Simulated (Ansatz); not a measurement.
**SiGe (model cell, started as layered BN type): relaxing the cell for a phonon run**

Aim: bring SiGe (model cell, started as layered BN type) to small forces and stress, as phonons need.

Main program and level: Ansatz 0.2.0; DFT PBEsol, scalar-relativistic, plane waves, PAW.

The structure was built from a prototype and need not be the compound's stable phase.

## 1. The starting structure

It takes space group P6_3/mmc (No. 194, hexagonal). Conventional cell: a = 3.824 Å, b = 3.824 Å, c = 5.520 Å, α = 90.00°, β = 90.00°, γ = 120.00°. Nearest to Si lie 3 Ge at 2.21 Å. Nearest to Ge lie 3 Si at 2.21 Å. Farther neighbours are not listed.

## 2. A coarse first look

A quick single point on a coarse mesh tells whether the cell has a gap and how far it is from rest, which sets the k mesh and smearing that follow.

File input.yaml:

```yaml
crystal:
  lattice:
    - [3.82437, 0.0, 0.0]
    - [-1.91218, 3.312, 0.0]
    - [0.0, 0.0, 5.52]
  atoms:
    - { symbol: Si, position: [0.333333, 0.666667, 0.25] }
    - { symbol: Si, position: [0.666667, 0.333333, 0.75] }
    - { symbol: Ge, position: [0.666667, 0.333333, 0.25] }
    - { symbol: Ge, position: [0.333333, 0.666667, 0.75] }
kpoints:
  mp_grid: { grid: [6, 6, 4] }
hamiltonian:
  xc: pbesol
scf:
  occupations: { method: gaussian, width: 0.1 }
output:
  forces: true
  stress: true
  eigenvalues: true
```

Command:

```sh
> ansatz run input.yaml --threads 4 --pin off --max-ram 7168MiB --backend cpu --events-out ev --progress --plain --runs-dir out
```

Numbers of over 12 decimals in the logs are rounded to 6 here.

Log:

```text
[...]
--- Band table (eV; the first three rows and the last of 21) ---
  k-point 0: bands = [... 14 lower, 7.1910, 8.6576, 9.3401, 9.3401, 11.7278, 11.7278, 12.5238, 13.7073]
  k-point 1: bands = [... 14 lower, 7.4215, 8.8934, 8.8934, 8.9368, 10.9140, 11.2123, 11.9751, 11.9751]
  k-point 2: bands = [... 14 lower, 8.0619, 8.0619, 8.0619, 8.0619, 9.7732, 9.7732, 12.6888, 12.6888]
  k-point 20: bands = [... 14 lower, 4.3986, 4.3986, 10.4253, 10.4253, 10.6712, 10.6712, 15.1171, 15.1171]
[key lines of the parts left out:]
SCF converged after 6 iterations
Free energy (F): -9747.606272 eV
Fermi energy:    9.950700 eV
P = ⅓ Tr σ = 21.1727 GPa (211.727 kbar)
```

The job ended after 0.62 s (4 threads of Arm Neoverse V2, shared host; peak memory 0.35 GiB).

Numbers from this step:

* pressure: 21.17 GPa
* volume per atom: 17.48 Å³
* gap on the k-mesh: 0 eV

The coarse mesh shows no gap and a pressure of 21.2 GPa.

## 3. Coarse relaxation

A rough relaxation comes first, because large forces or stress need no tight tolerances yet.

Changes to input.yaml since step 2:

```diff
@@ -20 +20,6 @@
   eigenvalues: true
+relax:
+  adjacent_minimum: "off"
+  f_tol: 0.05
+  max_steps: 80
+  cell: { stress_tol: 0.5 }
```

Log:

```text
[...]
Crystal: 4 atoms, lattice volume = 69.918 Å³
Basis set: ecut = 420 eV, 1363 PW (Γ), exchange–correlation on 54×54×80 points (8 copies of the dense FFT grid, shifted against one another)
Bands: 22, of which v1, the nominal top of the filled ones, is band 18 counted from 1 (17 counted from 0)
Symmetry: 24 space group operations
[...]
cell:  # Å, volume = 82.5844 Å³
    - [4.177485, -3.153294228767733e-6, 0]
    - [-2.088740, 3.617810, 0]
    - [0, 0, 5.464340]
  atoms:
    - { symbol: Si, position: [0.333333, 0.666667, 0.250000] }
    - { symbol: Si, position: [0.666667, 0.333333, 0.750000] }
    - { symbol: Ge, position: [0.666667, 0.333333, 0.250000] }
    - { symbol: Ge, position: [0.333333, 0.666667, 0.750000] }
[key lines of the parts left out:]
SCF converged after 7 iterations
Free energy (F): -9748.549819 eV
Fermi energy:    7.783941 eV
P = ⅓ Tr σ = 0.1312 GPa (1.312 kbar)
```

It took 3.8 s on 4 threads; peak memory 0.4 GiB; 13 s of CPU time.

The steps of the relaxation:

```tsv
step	energy less that of the first step (eV)	largest force component (eV/Å)	pressure (GPa)	volume (Å³)
1	0.0000	0.0000	21.17	69.92
2	-0.7394	0.0000	4.35	80.03
3	-0.8981	0.0000	1.59	81.24
4	-0.9320	0.0000	0.63	81.90
5	-0.9333	0.0000	-0.09	82.58
6*	-0.9435	0.0000	0.13	82.58
```

Relaxation steps marked * repeat the geometry before them on a plane-wave basis chosen anew for their cell, so energy and pressure can jump there.

Forces are held to the 24 operations that the run works with; a distortion that breaks them can't arise in this run.

```tsv
conventional cell, symmetrised	before	after	change
a (Å)	3.824	4.177	+9.2 %
b (Å)	3.824	4.177	+9.2 %
c (Å)	5.520	5.464	-1.0 %
volume (Å³/atom)	17.48	20.65	+18.1 %
```

The relaxed structure:

```xyz
4
Lattice="4.1775 0.0000 0.0000 -2.0887 3.6178 0.0000 0.0000 0.0000 5.4643" Properties=species:S:1:pos:R:3 pbc="T T T"
Si    0.0000    2.4119    1.3661
Si    2.0887    1.2059    4.0983
Ge    2.0887    1.2059    1.3661
Ge    0.0000    2.4119    4.0983
```

This step gave:

| Quantity | Value |
| --- | --- |
| pressure | 0.1312 GPa |
| volume per atom | 20.65 Å³ |

In this step the volume went from 17.48 to 20.65 Å³/atom.

## 4. Relaxation

Harmonic phonons are second derivatives at a point where the forces vanish, and they are wanted at zero stress, so atoms and cell are relaxed first.

File input.yaml:

```yaml
crystal:
  lattice:
    - [4.1774851865, -3.1533e-06, 0.0]
    - [-2.0887398624, 3.6178098721, 0.0]
    - [0.0, 0.0, 5.4643395579]
  atoms:
    - { symbol: Si, position: [0.3333333333, 0.6666666667, 0.25] }
    - { symbol: Si, position: [0.6666666667, 0.3333333333, 0.75] }
    - { symbol: Ge, position: [0.6666666667, 0.3333333333, 0.25] }
    - { symbol: Ge, position: [0.3333333333, 0.6666666667, 0.75] }
kpoints:
  mp_grid: { grid: [12, 12, 8] }
hamiltonian:
  xc: pbesol
scf:
  occupations: { method: gaussian, width: 0.1 }
output:
  forces: true
  stress: true
  eigenvalues: true
relax:
  adjacent_minimum: "off"
  f_tol: 0.005
  max_steps: 80
  cell: { stress_tol: 0.05 }
```

Log:

```text
[...]
Crystal: 4 atoms, lattice volume = 82.584 Å³
Basis set: ecut = 420 eV, 1597 PW (Γ), exchange–correlation on 60×60×80 points (8 copies of the dense FFT grid, shifted against one another)
Bands: 22, of which v1, the nominal top of the filled ones, is band 18 counted from 1 (17 counted from 0)
[... 1 set-up line as in the run before ...]
[...]
k-points: 95 of 1152
[...]
SCF iter   1: F=—  HF=-9748.595563 eV  |F-HF|=—  |Δ(HF+E_count)|=         —  Δρ=3.77e-3  dr2=1.53e-2  ethr=1.77e-3  ⟨swp⟩=5.4  Hψ=9618  notcnv=0
[...]
SCF iter   7: F=-9748.589550 eV  HF=-9748.589550 eV  |F-HF|=2.22e-9  |Δ(HF+E_count)|=   1.05e-7  Δρ=1.26e-6  dr2=1.24e-9  ethr=2.78e-10  ⟨swp⟩=4.4  Hψ=7629  notcnv=0
SCF 1 converged in 7 iterations: F = -9748.589550 eV  dr2 = 1.24e-9
[...]
relax step   1: F+E_penalty+E_count = -9748.58955009 eV  Δ(F+E_penalty+E_count) = +0.000e0 eV  max|allowed force component| = 1.087e-16 eV/Å  Δτ_max = 0.0000 Å  P = +0.206 GPa  Ω = 82.584 Å³  (7 SCF iters, dr2 threshold 1.00e-7 eV, accepted)
Crystal: 4 atoms, lattice volume = 81.776 Å³
Basis set: ecut = 420 eV, 1583 PW (Γ), exchange–correlation on 60×60×80 points (8 copies of the dense FFT grid, shifted against one another)
[...]
SCF iter   5: F=-9748.610220 eV  HF=-9748.610220 eV  |F-HF|=1.04e-9  |Δ(HF+E_count)|=   1.20e-6  Δρ=4.32e-6  dr2=5.19e-9  ethr=1.11e-9  ⟨swp⟩=5.0  Hψ=9282  notcnv=0
SCF 2 converged in 5 iterations: F = -9748.610220 eV  dr2 = 5.19e-9
relax step   2: F+E_penalty+E_count = -9748.61022014 eV  Δ(F+E_penalty+E_count) = -2.067e-2 eV  max|allowed force component| = 2.290e-16 eV/Å  Δτ_max = 0.0000 Å  P = +0.832 GPa  Ω = 81.776 Å³  energy of the carried Pulay correction = +1.319e-4 eV  (5 SCF iters, dr2 threshold 4.00e-7 eV, accepted)
Crystal: 4 atoms, lattice volume = 82.561 Å³
Basis set: ecut = 420 eV, 1595 PW (Γ), exchange–correlation on 60×60×80 points (8 copies of the dense FFT grid, shifted against one another)
[...]
SCF iter   3: F=-9748.612506 eV  HF=-9748.612506 eV  |F-HF|=1.62e-7  |Δ(HF+E_count)|=   6.31e-7  Δρ=1.65e-5  dr2=2.14e-7  ethr=1.11e-9  ⟨swp⟩=7.0  Hψ=10554  notcnv=0
SCF 3 converged in 3 iterations: F = -9748.612506 eV  dr2 = 2.14e-7
relax step   3: F+E_penalty+E_count = -9748.61250565 eV  Δ(F+E_penalty+E_count) = -2.286e-3 eV  max|allowed force component| = 1.966e-16 eV/Å  Δτ_max = 0.0000 Å  P = +0.101 GPa  Ω = 82.561 Å³  energy of the carried Pulay correction = +2.013e-6 eV  (3 SCF iters, dr2 threshold 4.00e-7 eV, accepted)
[...]
relax step   4: F+E_penalty+E_count = -9748.61259870 eV  Δ(F+E_penalty+E_count) = -9.306e-5 eV  max|allowed force component| = 1.480e-16 eV/Å  Δτ_max = 0.0000 Å  P = -0.010 GPa  Ω = 82.685 Å³  energy of the carried Pulay correction = -1.846e-5 eV  (4 SCF iters, dr2 threshold 7.92e-8 eV, accepted)
[...]
relax step   5: F+E_penalty+E_count = -9748.61261158 eV  Δ(F+E_penalty+E_count) = -1.287e-5 eV  max|allowed force component| = 1.365e-16 eV/Å  Δτ_max = 0.0000 Å  P = -0.008 GPa  Ω = 82.684 Å³  energy of the carried Pulay correction = -1.834e-5 eV  (3 SCF iters, dr2 threshold 1.14e-8 eV, accepted)
Basis set: ecut = 420 eV, 1595 PW (Γ), exchange–correlation on 60×60×72 points (8 copies of the dense FFT grid, shifted against one another)
[...]
SCF iter   5: F=-9748.612664 eV  HF=-9748.612664 eV  |F-HF|=1.82e-11  |Δ(HF+E_count)|=   7.95e-9  Δρ=1.55e-7  dr2=2.35e-11  ethr=1.00e-12  ⟨swp⟩=3.8  Hψ=9889  notcnv=0
SCF 6 converged in 5 iterations: F = -9748.612664 eV  dr2 = 2.35e-11
relax step   6: F+E_penalty+E_count = -9748.61266377 eV  Δ(F+E_penalty+E_count) = -5.219e-5 eV  max|allowed force component| = 1.226e-16 eV/Å  Δτ_max = 0.0000 Å  P = -0.007 GPa  Ω = 82.684 Å³  stress off target by 2.23e-2 GPa  SCF on the basis re-selected at this cell (its energy is not comparable with the rows above)  (5 SCF iters)
[...]
SCF converged after 5 iterations
Free energy (F): -9748.612664 eV
[...]
Internal energy: -9748.604433 eV  (E = F + TS)
E sigma→0 (E₀):  -9748.608548 eV
Entropy (-TS):   -0.008231 eV (-2.058 meV/atom)
Fermi energy:    7.609024 eV
[...]
--- Stress (GPa, compression-positive) ---
        0.000557       0.000000       0.000000
        0.000000       0.000557       0.000000
        0.000000       0.000000      -0.022276
  P = ⅓ Tr σ = -0.0071 GPa (-0.071 kbar)
--- Band table (eV; the first three rows and the last of 95) ---
  k-point 0: bands = [... 14 lower, 4.8867, 4.8867, 7.6325, 7.6325, 8.5722, 9.0982, 9.0982, 9.2301]
  k-point 1: bands = [... 14 lower, 4.9554, 4.9554, 7.4496, 7.4496, 7.7201, 9.1696, 9.1696, 10.2171]
  k-point 2: bands = [... 14 lower, 5.1592, 5.1592, 6.7485, 7.0006, 7.0006, 9.3834, 9.3834, 10.7417]
  k-point 94: bands = [... 14 lower, 3.3715, 3.3715, 8.9981, 8.9981, 9.1708, 9.1708, 11.8896, 11.8896]
--- Relaxed structure (5 steps of the walk, 5 accepted, 1 SCFs on fresh bases) ---
[...]
cell:  # Å, volume = 82.6836 Å³
    - [4.220335, -3.185651283578628e-6, 0]
    - [-2.110165, 3.654919, -5.870269922137532e-19]
    - [0, -8.86645492303632e-19, 5.360373]
  atoms:
    - { symbol: Si, position: [0.333333, 0.666667, 0.25] }
    - { symbol: Si, position: [0.666667, 0.333333, 0.750000] }
    - { symbol: Ge, position: [0.666667, 0.333333, 0.25] }
    - { symbol: Ge, position: [0.333333, 0.666667, 0.750000] }
```

Elapsed: 14 s, on 4 threads; peak memory 0.49 GiB; 52 s of CPU time.

Relaxation path:

```tsv
step	energy less that of the first step (eV)	largest force component (eV/Å)	pressure (GPa)	volume (Å³)
1	0.0000	0.0000	0.21	82.58
2	-0.0207	0.0000	0.83	81.78
3	-0.0230	0.0000	0.10	82.56
4	-0.0230	0.0000	-0.01	82.68
5	-0.0231	0.0000	-0.01	82.68
6*	-0.0231	0.0000	-0.01	82.68
```

Relaxation steps marked * repeat the geometry before them on a plane-wave basis chosen anew for their cell, so energy and pressure can jump there.

The run keeps the 24 symmetry operations that it works with, so distortions that break them were not tested.

```tsv
conventional cell, symmetrised	before	after	change
a (Å)	4.177	4.220	+1.0 %
b (Å)	4.177	4.220	+1.0 %
c (Å)	5.464	5.360	-1.9 %
volume (Å³/atom)	20.65	20.67	+0.1 %
```

Numbers from this step:

| Property | Result |
| --- | --- |
| pressure | -0.007054 GPa |
| volume per atom | 20.67 Å³ |

In this step the volume went from 20.65 to 20.67 Å³/atom.

## 5. Relaxing to small forces for the phonons

Phonons need a cell at rest on their own settings, so the relaxation is repeated with tight tolerances on forces and stress, using the mesh and the filling of the phonon run that follows.

File input.yaml:

```yaml
crystal:
  lattice:
    - [4.2203347534, -3.1857e-06, 0.0]
    - [-2.1101646178, 3.6549187017, 0.0]
    - [0.0, 0.0, 5.3603732308]
  atoms:
    - { symbol: Si, position: [0.3333333333, 0.6666666667, 0.25] }
    - { symbol: Si, position: [0.6666666667, 0.3333333333, 0.75] }
    - { symbol: Ge, position: [0.6666666667, 0.3333333333, 0.25] }
    - { symbol: Ge, position: [0.3333333333, 0.6666666667, 0.75] }
kpoints:
  mp_grid: { grid: [12, 12, 8] }
hamiltonian:
  xc: pbesol
scf:
  occupations: { method: methfessel_paxton, width: 0.15 }
output:
  forces: true
  stress: true
  eigenvalues: true
  write_density: true
  write_potential: true
  elf: true
  volumetric_format: npy
relax:
  adjacent_minimum: "off"
  f_tol: 0.001
  max_steps: 60
  cell: { stress_tol: 0.01 }
```

Log:

```text
[...]
Crystal: 4 atoms, lattice volume = 82.684 Å³
Basis set: ecut = 420 eV, 1595 PW (Γ), exchange–correlation on 60×60×72 points (8 copies of the dense FFT grid, shifted against one another)
Bands: 22, of which v1, the nominal top of the filled ones, is band 18 counted from 1 (17 counted from 0)
[... 1 set-up line as in the run before ...]
[...]
k-points: 95 of 1152
[...]
--- Relaxed structure (2 steps of the walk, 2 accepted, 1 SCFs on fresh bases) ---
[...]
cell:  # Å, volume = 82.6730 Å³
    - [4.220081, -3.1855098146609454e-6, 0]
    - [-2.110038, 3.654699, 0]
    - [0, 0, 5.360330]
  atoms:
    - { symbol: Si, position: [0.333333, 0.666667, 0.250000] }
    - { symbol: Si, position: [0.666667, 0.333333, 0.750000] }
    - { symbol: Ge, position: [0.666667, 0.333333, 0.250000] }
    - { symbol: Ge, position: [0.333333, 0.666667, 0.750000] }
[key lines of the parts left out:]
SCF converged after 5 iterations
Free energy (F): -9748.608883 eV
Fermi energy:    7.611085 eV
P = ⅓ Tr σ = -0.0033 GPa (-0.033 kbar)
```

The job ended after 7.6 s (4 threads; peak memory 0.48 GiB).

Little changed from the start: no atom moved by 0.005 Å and no cell edge by 0.1 %.

This step gave:

```
pressure : -0.003280 GPa
```

Valence density in the ac plane at fractional y = 0.333, with atoms of Si and Ge within 0.2 Å of it. It is the smooth field of the valence electrons, not physical close to the nuclei.

Ten steps, logarithmic in the rise over the least value, from '_' (0 e/Å³) to '@' (41 e/Å³), each cell a mean:
```
__________________..________
________________........____
______________..______....__
____________....______....__
____________....______....__
______________....____..____
________________......______
__________________..________
__________________..________
________________........____
______________..--==--::..__
____________..--**%%##--..__
____________..--##@@%%==....
____________..--**##**--..__
______________..::----....__
________________......______
__________________..________
```
Columns run along a (4.2 Å), rows up along c (5.4 Å). Atoms in or near the plane, at fractional coordinates: Si at (0.67, 0.75), Ge at (0.67, 0.25).

ELF in the ac plane at fractional y = 0.333, with atoms of Si and Ge within 0.2 Å of it. It is the smooth field of the valence electrons, not physical close to the nuclei.

Values, 17 rows by 14 columns, each cell a mean:
```
0.18 0.17 0.18 0.18 0.17 0.23 0.35 0.55 0.69 0.75 0.72 0.60 0.40 0.25
0.33 0.30 0.29 0.29 0.32 0.41 0.53 0.65 0.69 0.70 0.69 0.67 0.57 0.45
0.51 0.43 0.39 0.41 0.48 0.61 0.71 0.65 0.49 0.42 0.45 0.60 0.71 0.65
0.60 0.49 0.43 0.46 0.56 0.70 0.77 0.61 0.41 0.48 0.40 0.53 0.76 0.74
0.60 0.49 0.43 0.46 0.56 0.70 0.77 0.61 0.41 0.45 0.39 0.53 0.76 0.74
0.49 0.41 0.38 0.40 0.46 0.58 0.68 0.66 0.53 0.46 0.49 0.62 0.69 0.62
0.31 0.28 0.28 0.28 0.30 0.39 0.52 0.65 0.70 0.72 0.71 0.67 0.56 0.43
0.16 0.16 0.17 0.16 0.16 0.20 0.32 0.52 0.67 0.74 0.70 0.57 0.37 0.23
0.14 0.14 0.16 0.15 0.14 0.17 0.27 0.45 0.56 0.61 0.58 0.49 0.32 0.20
0.24 0.23 0.24 0.24 0.24 0.29 0.37 0.43 0.43 0.44 0.43 0.43 0.39 0.31
0.44 0.41 0.39 0.40 0.44 0.48 0.46 0.38 0.30 0.23 0.27 0.36 0.43 0.48
0.58 0.53 0.49 0.52 0.57 0.59 0.48 0.32 0.13 0.04 0.08 0.26 0.43 0.56
0.63 0.58 0.53 0.56 0.62 0.62 0.49 0.27 0.06 0.09 0.04 0.20 0.43 0.58
0.57 0.52 0.48 0.51 0.56 0.58 0.48 0.33 0.14 0.05 0.10 0.27 0.43 0.55
0.42 0.39 0.37 0.38 0.41 0.46 0.45 0.39 0.33 0.28 0.31 0.37 0.43 0.46
0.22 0.22 0.23 0.22 0.22 0.27 0.36 0.43 0.45 0.45 0.45 0.44 0.38 0.29
0.13 0.14 0.15 0.14 0.13 0.17 0.26 0.45 0.57 0.62 0.59 0.49 0.31 0.19
```
Columns run along a (4.2 Å), rows up along c (5.4 Å). Atoms in or near the plane, at fractional coordinates: Si at (0.67, 0.75), Ge at (0.67, 0.25).

Electrostatic potential energy in the ac plane at fractional y = 0.333, with atoms of Si and Ge within 0.2 Å of it. With pseudopotentials it is smooth inside the atoms' cores, unlike the true potential.

Values in eV, 17 rows by 14 columns, each cell a mean:
```
 10  10  10  10  10  10   9   6   4   2   3   5   8  10
  9   9   9   9   9   9   6   0  -9 -15 -11  -2   5   8
  8   8   7   8   8   7   2 -14 -34 -41 -37 -20  -1   6
  7   7   6   7   7   6  -1 -27 -43 -45 -44 -34  -7   4
  7   7   6   7   7   6  -1 -26 -43 -45 -44 -33  -7   4
  8   8   8   8   8   7   3 -12 -30 -39 -34 -17   0   6
 10   9   9   9   9   9   7   1  -7 -13  -9  -1   5   8
 10  10  10  10  10  10   9   7   5   3   4   6   8  10
 11  10  10  10  11  10   9   7   6   4   5   7   9  10
 10  10  10  10  10   9   8   4  -2  -5  -3   2   7   9
  9   9   8   8   9   8   4  -9 -19 -23 -21 -12   1   7
  8   7   7   7   8   6  -1 -19 -28 -34 -31 -22  -6   5
  7   7   6   6   7   5  -4 -22 -32 -39 -35 -25  -9   4
  8   8   7   7   8   6  -1 -18 -27 -33 -30 -21  -5   5
  9   9   9   9   9   8   5  -7 -17 -21 -19 -10   2   7
 10  10  10  10  10  10   8   4   0  -3  -2   3   7   9
 11  11  10  11  11  10   9   8   6   5   6   7   9  10
```
Columns run along a (4.2 Å; values clipped at the 3rd and 97th percentile), rows up along c (5.4 Å). Atoms in or near the plane, at fractional coordinates: Si at (0.67, 0.75), Ge at (0.67, 0.25).

The forces vanish by symmetry and the pressure is -0.003 GPa, within the tolerances set. The cell now holds 20.67 Å³/atom.

## 6. What came out

| Property | Result |
| --- | --- |
| space group after relaxation (within 0.01 Å) | P6_3/mmc |
| lattice constant a | 4.220 Å |
| lattice constant b | 4.220 Å |
| lattice constant c | 5.360 Å |
| volume per atom | 20.7 Å³ |

What this shows: The forces vanish by symmetry and the pressure is -0.003 GPa, within the tolerances set. The cell now holds 20.67 Å³/atom. The relaxation keeps the symmetry of its start, so it says nothing on stability against lower symmetry. The starting cell was built on a prototype and not taken from a measurement, so the phase need not exist.

[Logs are printed without paths, hosts, clocks, repeated set-up lines and the standing remarks that a program may print on its own settings, such as how far it seeks lower states.]

[Hosts, paths, dates, database ids (printed as entryN), source tags and the programs' standing remarks are cut or masked in the printed files.]
